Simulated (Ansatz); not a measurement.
# Squeezing and shearing glassy 61P2O5-28SrO-11Al2O3 (mol %) (97 atoms)

How stiff is glassy 61P2O5-28SrO-11Al2O3 (mol %) (97 atoms), and how do its levels respond to strain?

Method: Kohn-Sham DFT, revPBE, PAW (set soft_2), plane waves, in Ansatz 0.2.0.

## 1. Set-up

The cell holds 97 atoms: 22 P, 5 Sr, 4 Al and 66 O. Cell: a = 11.092 Å, b = 11.092 Å, c = 11.092 Å, α = 90.0°, β = 90.0°, γ = 90.0°. 97 atoms (22 P, 5 Sr, 4 Al, 66 O) placed at random at 2.77 g/cm³, melted at 4000 K for 10 ps at fixed volume with the Morse and Coulomb pair potential with partial charges (Pedone, Malavasi, Menziani, Cormack and Segre, J. Phys. Chem. B 110, 11780 (2006)). Quenched from 4000 K to 300 K at 500 K/ps and fixed volume, held 10 ps at zero pressure.

Limits known from the start: The quench rate of 500 K/ps far exceeds what a furnace or splat quench reaches, so expect more defects and frozen-in strain than in a real sample. The starting topology of bonds comes from the classical model, and needn't be the one that DFT or experiment would give. Only the Γ point is sampled.

## 2. Single point at the start

The forces at the start show how far the geometry lies from a minimum of this functional.

input.yaml

```yaml
crystal:
  lattice:
    - [11.09234, 0.0, 0.0]
    - [0.0, 11.09234, 0.0]
    - [0.0, 0.0, 11.09234]
  atoms:
    - { symbol: P, position: [0.42168, 0.49255, 0.64361] }
    - { symbol: P, position: [0.22494, 0.91284, 0.40971] }
    - { symbol: P, position: [0.44825, 0.81542, 0.96527] }
    - { symbol: P, position: [0.09013, 0.64054, 0.73732] }
    - { symbol: P, position: [0.9796, 0.30938, 0.7935] }
    - { symbol: P, position: [0.69205, 0.44258, 0.57523] }
    - { symbol: P, position: [0.31883, 0.35939, 0.0155] }
    - { symbol: P, position: [0.13614, 0.18466, 0.13593] }
    - { symbol: P, position: [0.83237, 0.97508, 0.38557] }
    - { symbol: P, position: [0.58268, 0.42027, 0.08921] }
    - { symbol: P, position: [0.94626, 0.22133, 0.33217] }
    - { symbol: P, position: [0.02591, 0.82325, 0.25865] }
    - { symbol: P, position: [0.72288, 0.11785, 0.04063] }
    - { symbol: P, position: [0.78094, 0.70154, 0.57711] }
    - { symbol: P, position: [0.95757, 0.55678, 0.28459] }
    - { symbol: P, position: [0.68783, 0.32335, 0.33172] }
    - { symbol: P, position: [0.3599, 0.76728, 0.58895] }
    - { symbol: P, position: [0.40475, 0.25408, 0.76909] }
    - { symbol: P, position: [0.30196, 0.43487, 0.38559] }
    - { symbol: P, position: [0.8416, 0.87812, 0.97168] }
    - { symbol: P, position: [0.24491, 0.6217, 0.96469] }
    - { symbol: P, position: [0.6465, 0.83222, 0.77404] }
    - { symbol: Sr, position: [0.56218, 0.01021, 0.48761] }
    - { symbol: Sr, position: [0.00352, 0.95084, 0.64847] }
    - { symbol: Sr, position: [0.91185, 0.54421, 0.00337] }
    - { symbol: Sr, position: [0.43869, 0.10172, 0.25111] }
    - { symbol: Sr, position: [0.64381, 0.72618, 0.23497] }
    - { symbol: Al, position: [0.70129, 0.2973, 0.83082] }
    - { symbol: Al, position: [0.04805, 0.43148, 0.52751] }
    - { symbol: Al, position: [0.04541, 0.06283, 0.88649] }
    - { symbol: Al, position: [0.32108, 0.98834, 0.7793] }
    - { symbol: O, position: [0.89771, 0.09169, 0.35382] }
    - { symbol: O, position: [0.02326, 0.47907, 0.19967] }
    - { symbol: O, position: [0.4402, 0.5207, 0.7837] }
    - { symbol: O, position: [0.22089, 0.09796, 0.19875] }
    - { symbol: O, position: [0.7204, 0.96046, 0.31398] }
    - { symbol: O, position: [0.81419, 0.19334, 0.10808] }
    - { symbol: O, position: [0.36931, 0.35197, 0.6796] }
    - { symbol: O, position: [0.82527, 0.55181, 0.24467] }
    - { symbol: O, position: [0.31874, 0.53663, 0.29861] }
    - { symbol: O, position: [0.99733, 0.88648, 0.14275] }
    - { symbol: O, position: [0.1784, 0.01608, 0.8192] }
    - { symbol: O, position: [0.60418, 0.94478, 0.71692] }
    - { symbol: O, position: [0.26208, 0.80487, 0.49461] }
    - { symbol: O, position: [0.48396, 0.79431, 0.53522] }
    - { symbol: O, position: [0.56085, 0.48337, 0.60913] }
    - { symbol: O, position: [0.34563, 0.85739, 0.69544] }
    - { symbol: O, position: [0.00087, 0.68802, 0.27474] }
    - { symbol: O, position: [0.82328, 0.29508, 0.32081] }
    - { symbol: O, position: [0.53187, 0.26853, 0.79796] }
    - { symbol: O, position: [0.81899, 0.97691, 0.5183] }
    - { symbol: O, position: [0.19261, 0.61022, 0.83647] }
    - { symbol: O, position: [0.07477, 0.35652, 0.88293] }
    - { symbol: O, position: [0.65878, 0.38635, 0.98048] }
    - { symbol: O, position: [0.98712, 0.17124, 0.79183] }
    - { symbol: O, position: [0.76336, 0.558, 0.59343] }
    - { symbol: O, position: [0.13615, 0.98961, 0.47157] }
    - { symbol: O, position: [0.03697, 0.22149, 0.22707] }
    - { symbol: O, position: [0.68689, 0.40689, 0.44316] }
    - { symbol: O, position: [0.28175, 0.48906, 0.99888] }
    - { symbol: O, position: [0.70213, 0.74866, 0.67969] }
    - { symbol: O, position: [0.22943, 0.2868, 0.09118] }
    - { symbol: O, position: [0.93145, 0.87982, 0.34709] }
    - { symbol: O, position: [0.71858, 0.34225, 0.66171] }
    - { symbol: O, position: [0.82166, 0.75818, 0.03206] }
    - { symbol: O, position: [0.7559, 0.86486, 0.85739] }
    - { symbol: O, position: [0.00118, 0.27354, 0.44565] }
    - { symbol: O, position: [0.57876, 0.55144, 0.11181] }
    - { symbol: O, position: [0.76956, 0.98365, 0.04004] }
    - { symbol: O, position: [0.99596, 0.35647, 0.66872] }
    - { symbol: O, position: [0.37343, 0.12968, 0.72842] }
    - { symbol: O, position: [0.07938, 0.13386, 0.0256] }
    - { symbol: O, position: [0.54712, 0.79102, 0.86778] }
    - { symbol: O, position: [0.11975, 0.77134, 0.70558] }
    - { symbol: O, position: [0.85706, 0.34529, 0.8465] }
    - { symbol: O, position: [0.9523, 0.92997, 0.91311] }
    - { symbol: O, position: [0.35176, 0.71398, 0.9635] }
    - { symbol: O, position: [0.59873, 0.13223, 0.09634] }
    [... 13 atom lines left out ...]
    - { symbol: O, position: [0.63305, 0.36618, 0.21115] }
    - { symbol: O, position: [0.36325, 0.6327, 0.62298] }
    - { symbol: O, position: [0.34217, 0.28661, 0.8932] }
    - { symbol: O, position: [0.34112, 0.31167, 0.33273] }
    - { symbol: O, position: [0.96236, 0.51352, 0.41745] }
    - { symbol: O, position: [0.39446, 0.93267, 0.91749] }
kpoints:
  mp_grid: { grid: [1, 1, 1] }
hamiltonian:
  xc: revpbe
scf:
  occupations: { method: fermi_dirac, width: 0.05 }
output:
  forces: true
```

Command:

```
ansatz run input.yaml --threads 4 --pin off --max-ram 8192MiB --backend cpu --events-out ev --progress --plain --runs-dir out
```

Numbers of over 12 decimals in the logs are rounded to 6 here.

What it wrote:

```text
[...]
Pseudopotentials: kind: paw
Pseudopotential: P, paw, valence charge 5, recommended cutoff 420 eV (normal), P.paw.azcp
Pseudopotential: Sr, paw, valence charge 10, recommended cutoff 420 eV (normal), Sr.paw.azcp
Pseudopotential: Al, paw, valence charge 3, recommended cutoff 420 eV (normal), Al.paw.azcp
Pseudopotential: O, paw, valence charge 6, recommended cutoff 420 eV (normal), O.paw.azcp
[... 5 lines on functional and potentials left out ...]
Crystal: 97 atoms, lattice volume = 1364.802 Å³
Basis set: ecut = 420 eV, 26745 PW (Γ), exchange–correlation on 150×150×150 points (8 copies of the dense FFT grid, shifted against one another)
Bands: 381, of which v1, the nominal top of the filled ones, is band 284 counted from 1 (283 counted from 0)
Symmetry: 1 space group operations
Space group: P1 (ITA 1), of the structure as read, at distance tolerance 1.1e-4 Å
k-points: 1
[... 13 lines on functional and potentials left out ...]
Initial density: superposition of atomic densities (neutral atoms: chi_scale 0, normalization atom), corrected by the library's trained network
Initial wavefunctions: pseudopotential atomic-orbital guess
[...]
SCF iter   1: F=—  HF=-74156.198804 eV  |F-HF|=—  |Δ(HF+E_count)|=         —  Δρ=6.74e-3  dr2=1.11e0  ethr=1.77e-3  ⟨swp⟩=8.0  Hψ=2160  notcnv=0  defer=75
preconditioner: auto → Resta (q_TF=auto, 2.357 Å⁻¹)  ε∞=3.1  [insulator: Δε(μ)=2.307 eV  Ē_g=16.227 eV  σ=0.050 eV  W_gap=1.00  n_scr=304 (ndim 8)  ℏωp=23.7 eV  f_vac=0.171  D(μ)=0.00/eV (n_scr^D=0)  ε∞_Penn≈3.1]
SCF iter   2: F=—  HF=-74155.936331 eV  |F-HF|=—  |Δ(HF+E_count)|=   2.62e-1  Δρ=3.44e-3  dr2=2.48e-1  ethr=1.95e-4  ⟨swp⟩=3.0  Hψ=682  notcnv=0  defer=92
SCF iter   3: F=—  HF=-74155.878514 eV  |F-HF|=—  |Δ(HF+E_count)|=   5.78e-2  Δρ=1.49e-3  dr2=7.48e-2  ethr=4.36e-5  ⟨swp⟩=3.0  Hψ=590  notcnv=0  defer=40
automatic band count: iteration 3 solves 329 bands in place of 381: the levels show a gap, and the empty bands left out lie too high to hold charge; the band table lists the bands solved (type scf.n_extra_bands for more)
SCF iter   4: F=—  HF=-74155.856952 eV  |F-HF|=—  |Δ(HF+E_count)|=   2.16e-2  Δρ=7.72e-4  dr2=9.17e-3  ethr=1.32e-5  ⟨swp⟩=4.0  Hψ=539  notcnv=0  defer=40
SCF iter   5: F=—  HF=-74155.856575 eV  |F-HF|=—  |Δ(HF+E_count)|=   3.77e-4  Δρ=4.26e-4  dr2=2.39e-3  ethr=1.62e-6  ⟨swp⟩=3.0  Hψ=612  notcnv=0  defer=40
[...]
SCF iter  10: F=—  HF=-74155.854492 eV  |F-HF|=—  |Δ(HF+E_count)|=   3.35e-7  Δρ=4.64e-6  dr2=2.71e-7  ethr=1.91e-10  ⟨swp⟩=3.0  Hψ=563  notcnv=0  defer=40
SCF iter  11: F=-74155.854492 eV  HF=-74155.854492 eV  |F-HF|=2.68e-8  |Δ(HF+E_count)|=   9.21e-8  Δρ=1.22e-6  dr2=2.33e-8  ethr=1.76e-11  ⟨swp⟩=6.0  Hψ=1256  notcnv=0
SCF 1 converged in 11 iterations: F = -74155.854492 eV  dr2 = 2.33e-8
[...]
SCF converged after 11 iterations
Free energy (F): -74155.854492 eV
Harris-Foulkes:  -74155.854492 eV  (|F-HF|=2.68e-8)
Internal energy: -74155.854392 eV  (E = F + TS)
E sigma→0 (E₀):  -74155.854442 eV
Entropy (-TS):   -0.000100 eV (-0.001 meV/atom)
Fermi energy:    5.985184 eV
--- Per-component energies (eV) ---
[...]
Σ components = -74155.854492   (vs F -74155.854492, Δ=0.00e0)
--- Forces (eV/Å), atoms counted from 1 ---
  atom   1  P     -1.06753098     0.72289854     2.26644231
  atom   2  P      0.16517683     0.19672232     2.97063885
  atom   3  P     -0.02110730     3.16145026     1.91920423
  atom   4  P     -2.16936076     2.35935872    -0.59327218
[...]
atom  97  O     -0.62885639     0.49415475     0.06783378
  max |Σ_I F_I| component: 1.54e-4 eV/Å
```

The job ended after 19 s (4 threads of Arm Neoverse V1, shared host; peak memory 1.7 GiB).

The column dr2 measures how far the density is from self-consistency, as an energy; F and HF (Harris–Foulkes) agree once it is small.

The r.m.s. force at the start is 1.7 eV/Å.

## 3. Cell and atoms relaxed

The cell is relaxed with the atoms, since the starting lattice needn't suit this functional.

input.yaml

```yaml
crystal:
  lattice:
    - [11.09234, 0.0, 0.0]
    - [0.0, 11.09234, 0.0]
    - [0.0, 0.0, 11.09234]
  atoms:
    [... the 97 atom lines of step 2 ...]
kpoints:
  mp_grid: { grid: [1, 1, 1] }
hamiltonian:
  xc: revpbe
scf:
  occupations: { method: fermi_dirac, width: 0.05 }
output:
  forces: true
relax:
  f_tol: 0.05
  max_steps: 150
  cell: {}
```

What it wrote:

```text
[...]
Crystal: 97 atoms, lattice volume = 1364.802 Å³
Basis set: ecut = 420 eV, 26745 PW (Γ), exchange–correlation on 150×150×150 points (8 copies of the dense FFT grid, shifted against one another)
Bands: 381, of which v1, the nominal top of the filled ones, is band 284 counted from 1 (283 counted from 0)
Symmetry: 1 space group operations
[...]
k-points: 1
[...]
SCF iter   1: F=—  HF=-74156.198805 eV  |F-HF|=—  |Δ(HF+E_count)|=         —  Δρ=6.74e-3  dr2=1.11e0  ethr=1.77e-3  ⟨swp⟩=8.0  Hψ=2160  notcnv=0  defer=75
[...]
SCF iter  10: F=—  HF=-74155.854492 eV  |F-HF|=—  |Δ(HF+E_count)|=   3.04e-7  Δρ=4.65e-6  dr2=2.77e-7  ethr=2.26e-10  ⟨swp⟩=3.0  Hψ=552  notcnv=0  defer=92
SCF iter  11: F=-74155.854492 eV  HF=-74155.854492 eV  |F-HF|=2.77e-8  |Δ(HF+E_count)|=   1.12e-7  Δρ=1.27e-6  dr2=2.50e-8  ethr=1.76e-11  ⟨swp⟩=5.0  Hψ=1287  notcnv=0
SCF 1 converged in 11 iterations: F = -74155.854492 eV  dr2 = 2.50e-8
[...]
relax step   1: F+E_penalty+E_count = -74155.85449196 eV  Δ(F+E_penalty+E_count) = +0.000e0 eV  max|allowed force component| = 5.840e0 eV/Å  Δτ_max = 0.0000 Å  P = +4.902 GPa  Ω = 1364.802 Å³  (11 SCF iters, dr2 threshold 1.00e-7 eV, accepted)
[... from here on, the SCF cycles and remarks between the steps are left out ...]
relax step   2: F+E_penalty+E_count = -74161.00302208 eV  Δ(F+E_penalty+E_count) = -5.149e0 eV  max|allowed force component| = 4.139e0 eV/Å  Δτ_max = 0.1976 Å  P = +2.972 GPa  Ω = 1370.059 Å³  energy of the carried Pulay correction = -1.634e-2 eV  (8 SCF iters, dr2 threshold 9.70e-6 eV, accepted)
relax step   3: F+E_penalty+E_count = -74166.30558772 eV  Δ(F+E_penalty+E_count) = -5.303e0 eV  max|allowed force component| = 1.487e0 eV/Å  Δτ_max = 0.1960 Å  P = +0.217 GPa  Ω = 1386.475 Å³  energy of the carried Pulay correction = -6.697e-2 eV  (8 SCF iters, dr2 threshold 9.70e-6 eV, accepted)
relax step   4: F+E_penalty+E_count = -74167.87183361 eV  Δ(F+E_penalty+E_count) = -1.566e0 eV  max|allowed force component| = 1.120e0 eV/Å  Δτ_max = 0.1945 Å  P = -0.586 GPa  Ω = 1406.027 Å³  energy of the carried Pulay correction = -1.265e-1 eV  (8 SCF iters, dr2 threshold 9.70e-6 eV, accepted)
relax step   5: F+E_penalty+E_count = -74168.74831433 eV  Δ(F+E_penalty+E_count) = -8.765e-1 eV  max|allowed force component| = 7.389e-1 eV/Å  Δτ_max = 0.1618 Å  P = -0.567 GPa  Ω = 1409.593 Å³  energy of the carried Pulay correction = -1.373e-1 eV  (8 SCF iters, dr2 threshold 9.70e-6 eV, accepted)
relax step   6: F+E_penalty+E_count = -74169.60310652 eV  Δ(F+E_penalty+E_count) = -8.548e-1 eV  max|allowed force component| = 7.705e-1 eV/Å  Δτ_max = 0.2000 Å  P = +0.082 GPa  Ω = 1401.030 Å³  energy of the carried Pulay correction = -1.114e-1 eV  (8 SCF iters, dr2 threshold 9.70e-6 eV, accepted)
relax step   7: F+E_penalty+E_count = -74170.07441755 eV  Δ(F+E_penalty+E_count) = -4.713e-1 eV  max|allowed force component| = 1.387e0 eV/Å  Δτ_max = 0.1674 Å  P = -0.371 GPa  Ω = 1410.198 Å³  energy of the carried Pulay correction = -1.391e-1 eV  (8 SCF iters, dr2 threshold 9.70e-6 eV, accepted)
relax step   8: F+E_penalty+E_count = -74170.76469461 eV  Δ(F+E_penalty+E_count) = -6.903e-1 eV  max|allowed force component| = 9.926e-1 eV/Å  Δτ_max = 0.2000 Å  P = -0.109 GPa  Ω = 1422.402 Å³  energy of the carried Pulay correction = -1.757e-1 eV  (8 SCF iters, dr2 threshold 9.70e-6 eV, accepted)
relax step   9: F+E_penalty+E_count = -74171.26200607 eV  Δ(F+E_penalty+E_count) = -4.973e-1 eV  max|allowed force component| = 1.375e0 eV/Å  Δτ_max = 0.1951 Å  P = -0.407 GPa  Ω = 1436.115 Å³  energy of the carried Pulay correction = -2.165e-1 eV  (8 SCF iters, dr2 threshold 9.70e-6 eV, accepted)
relax step  10: F+E_penalty+E_count = -74171.68166819 eV  Δ(F+E_penalty+E_count) = -4.197e-1 eV  max|allowed force component| = 7.309e-1 eV/Å  Δτ_max = 0.2000 Å  P = -0.127 GPa  Ω = 1445.019 Å³  energy of the carried Pulay correction = -2.427e-1 eV  (8 SCF iters, dr2 threshold 9.70e-6 eV, accepted)
relax step  11: F+E_penalty+E_count = -74171.86923019 eV  Δ(F+E_penalty+E_count) = -1.876e-1 eV  max|allowed force component| = 7.456e-1 eV/Å  Δτ_max = 0.1994 Å  P = -0.438 GPa  Ω = 1451.723 Å³  energy of the carried Pulay correction = -2.624e-1 eV  (8 SCF iters, dr2 threshold 9.70e-6 eV, accepted)
relax step  12: F+E_penalty+E_count = -74172.18982283 eV  Δ(F+E_penalty+E_count) = -3.206e-1 eV  max|allowed force component| = 5.136e-1 eV/Å  Δτ_max = 0.2000 Å  P = -0.024 GPa  Ω = 1452.387 Å³  energy of the carried Pulay correction = -2.643e-1 eV  (7 SCF iters, dr2 threshold 9.70e-6 eV, accepted)
relax step  13: F+E_penalty+E_count = -74172.36006043 eV  Δ(F+E_penalty+E_count) = -1.702e-1 eV  max|allowed force component| = 7.814e-1 eV/Å  Δτ_max = 0.1918 Å  P = -0.294 GPa  Ω = 1456.681 Å³  energy of the carried Pulay correction = -2.769e-1 eV  (7 SCF iters, dr2 threshold 9.70e-6 eV, accepted)
[...]
relax step  41: F+E_penalty+E_count = -74174.14922671 eV  Δ(F+E_penalty+E_count) = -4.391e-1 eV  max|allowed force component| = 3.878e-2 eV/Å  Δτ_max = 0.0000 Å  P = +0.541 GPa  Ω = 1450.919 Å³  stress off target by 8.76e-1 GPa  SCF on the basis re-selected at this cell (its energy is not comparable with the rows above)  (8 SCF iters)
[...]
relax step  46: F+E_penalty+E_count = -74174.10189407 eV  Δ(F+E_penalty+E_count) = +4.093e-2 eV  max|allowed force component| = 2.819e-1 eV/Å  Δτ_max = 0.2000 Å  P = -0.125 GPa  Ω = 1482.310 Å³  energy of the carried Pulay correction = -1.049e-1 eV  (9 SCF iters, dr2 threshold 5.98e-7 eV, rejected (line search))
relax step  47: F+E_penalty+E_count = -74174.14474271 eV  Δ(F+E_penalty+E_count) = -1.919e-3 eV  max|allowed force component| = 6.740e-2 eV/Å  Δτ_max = 0.0975 Å  P = +0.012 GPa  Ω = 1478.135 Å³  energy of the carried Pulay correction = -8.990e-2 eV  (12 SCF iters, accepted)
relax step  48: F+E_penalty+E_count = -74174.13710996 eV  Δ(F+E_penalty+E_count) = +7.633e-3 eV  max|allowed force component| = 9.414e-2 eV/Å  Δτ_max = 0.0975 Å  P = -0.051 GPa  Ω = 1481.395 Å³  energy of the carried Pulay correction = -1.016e-1 eV  (9 SCF iters, dr2 threshold 2.84e-7 eV, accepted)
relax step  49: F+E_penalty+E_count = -74174.14283222 eV  Δ(F+E_penalty+E_count) = -5.722e-3 eV  max|allowed force component| = 8.207e-2 eV/Å  Δτ_max = 0.0196 Å  P = -0.043 GPa  Ω = 1481.208 Å³  energy of the carried Pulay correction = -1.009e-1 eV  (7 SCF iters, dr2 threshold 5.54e-7 eV, accepted)
relax step  50: F+E_penalty+E_count = -74174.14944857 eV  Δ(F+E_penalty+E_count) = -6.616e-3 eV  max|allowed force component| = 8.291e-2 eV/Å  Δτ_max = 0.0216 Å  P = +0.010 GPa  Ω = 1480.655 Å³  energy of the carried Pulay correction = -9.900e-2 eV  (7 SCF iters, dr2 threshold 4.21e-7 eV, accepted)
relax step  51: F+E_penalty+E_count = -74174.15217991 eV  Δ(F+E_penalty+E_count) = -2.731e-3 eV  max|allowed force component| = 9.160e-2 eV/Å  Δτ_max = 0.0505 Å  P = +0.016 GPa  Ω = 1480.930 Å³  energy of the carried Pulay correction = -1.000e-1 eV  (8 SCF iters, dr2 threshold 4.30e-7 eV, accepted)
relax step  52: F+E_penalty+E_count = -74174.15320466 eV  Δ(F+E_penalty+E_count) = -1.025e-3 eV  max|allowed force component| = 7.855e-2 eV/Å  Δτ_max = 0.0157 Å  P = +0.003 GPa  Ω = 1481.222 Å³  energy of the carried Pulay correction = -1.011e-1 eV  (7 SCF iters, dr2 threshold 5.24e-7 eV, accepted)
relax step  53: F+E_penalty+E_count = -74174.12331577 eV  Δ(F+E_penalty+E_count) = +2.989e-2 eV  max|allowed force component| = 1.466e-1 eV/Å  Δτ_max = 0.0923 Å  P = -0.008 GPa  Ω = 1483.755 Å³  energy of the carried Pulay correction = -1.103e-1 eV  (9 SCF iters, dr2 threshold 3.86e-7 eV, rejected (line search))
relax step  54: F+E_penalty+E_count = -74174.15528538 eV  Δ(F+E_penalty+E_count) = -2.081e-3 eV  max|allowed force component| = 5.219e-2 eV/Å  Δτ_max = 0.0262 Å  P = +0.005 GPa  Ω = 1481.369 Å³  energy of the carried Pulay correction = -1.016e-1 eV  (12 SCF iters, accepted)
relax step  55: F+E_penalty+E_count = -74174.15484125 eV  Δ(F+E_penalty+E_count) = +4.441e-4 eV  max|allowed force component| = 4.473e-2 eV/Å  Δτ_max = 0.0147 Å  P = +0.006 GPa  Ω = 1481.690 Å³  energy of the carried Pulay correction = -1.028e-1 eV  (8 SCF iters, dr2 threshold 1.70e-7 eV, accepted)
relax step  56: F+E_penalty+E_count = -74174.26756558 eV  Δ(F+E_penalty+E_count) = -1.127e-1 eV  max|allowed force component| = 4.464e-2 eV/Å  Δτ_max = 0.0000 Å  P = +0.054 GPa  Ω = 1481.690 Å³  stress off target by 1.55e-1 GPa  SCF on the basis re-selected at this cell (its energy is not comparable with the rows above)  (8 SCF iters)
relax step  57: F+E_penalty+E_count = -74174.26028991 eV  Δ(F+E_penalty+E_count) = +7.276e-3 eV  max|allowed force component| = 3.416e-2 eV/Å  Δτ_max = 0.0300 Å  P = -0.035 GPa  Ω = 1484.829 Å³  energy of the carried Pulay correction = -9.703e-3 eV  (9 SCF iters, dr2 threshold 5.97e-8 eV, accepted)
relax step  58: F+E_penalty+E_count = -74174.26198010 eV  Δ(F+E_penalty+E_count) = -1.690e-3 eV  max|allowed force component| = 2.967e-2 eV/Å  Δτ_max = 0.0085 Å  P = -0.016 GPa  Ω = 1484.579 Å³  energy of the carried Pulay correction = -8.957e-3 eV  (9 SCF iters, dr2 threshold 8.21e-9 eV, accepted)
relax step  59: F+E_penalty+E_count = -74174.27343187 eV  Δ(F+E_penalty+E_count) = -1.145e-2 eV  max|allowed force component| = 2.972e-2 eV/Å  Δτ_max = 0.0000 Å  P = -0.012 GPa  Ω = 1484.579 Å³  stress off target by 2.68e-2 GPa  SCF on the basis re-selected at this cell (its energy is not comparable with the rows above)  (5 SCF iters)
[...]
SCF converged after 5 iterations
Free energy (F): -74174.273432 eV
[...]
Internal energy: -74174.273432 eV  (E = F + TS)
E sigma→0 (E₀):  -74174.273432 eV
Fermi energy:    4.675050 eV
[...]
Σ components = -74174.273432   (vs F -74174.273432, Δ=0.00e0)
--- Forces (eV/Å), atoms counted from 1 ---
  atom   1  P      0.00393422    -0.00684818    -0.01688283
  atom   2  P     -0.00766089     0.00116603     0.00883120
  atom   3  P      0.00500040     0.00506014    -0.00223226
  atom   4  P      0.00253907     0.00353113     0.00540646
[...]
atom  97  O      0.00614489    -0.00152287    -0.00853605
  max |Σ_I F_I| component: 1.80e-5 eV/Å
--- Stress (GPa, compression-positive) ---
       -0.015440      -0.009273       0.007549
       -0.009279      -0.011634       0.003590
        0.007551       0.003586      -0.009465
  P = ⅓ Tr σ = -0.0122 GPa (-0.122 kbar)
--- Relaxed structure (56 steps of the walk, 52 accepted, 3 SCFs on fresh bases) ---
  F+E_penalty+E_count = -74174.27343187 eV   max|allowed force component| = 2.972e-2 eV/Å   (the final SCF, on the basis selected at the relaxed cell)
  cell:  # Å, volume = 1484.5793 Å³
    - [11.366799, -0.119042, 0.259469]
    - [-0.119042, 11.280220, -0.193567]
    - [0.259469, -0.193567, 11.588808]
  atoms:
    - { symbol: P, position: [0.433964, 0.556181, 0.581617] }
    - { symbol: P, position: [0.256865, 0.945611, 0.426523] }
    - { symbol: P, position: [0.450723, 0.798170, 0.949502] }
    - { symbol: P, position: [0.082466, 0.625330, 0.747940] }
[...]
- { symbol: O, position: [0.344721, 0.877359, 0.935628] }
```

Elapsed: 16 min, on 4 threads; peak memory 1.9 GiB.

The relaxation converged after 56 steps, with a largest force component of 0.030 eV/Å.

[end of part 1 of 4]

[Logs are printed without paths, hosts, clocks, repeated set-up lines and the standing remarks that a program may print on its own settings, such as how far it seeks lower states.]

[Hosts, paths, dates, database ids (printed as entryN), source tags and the programs' standing remarks are cut or masked in the printed files.]
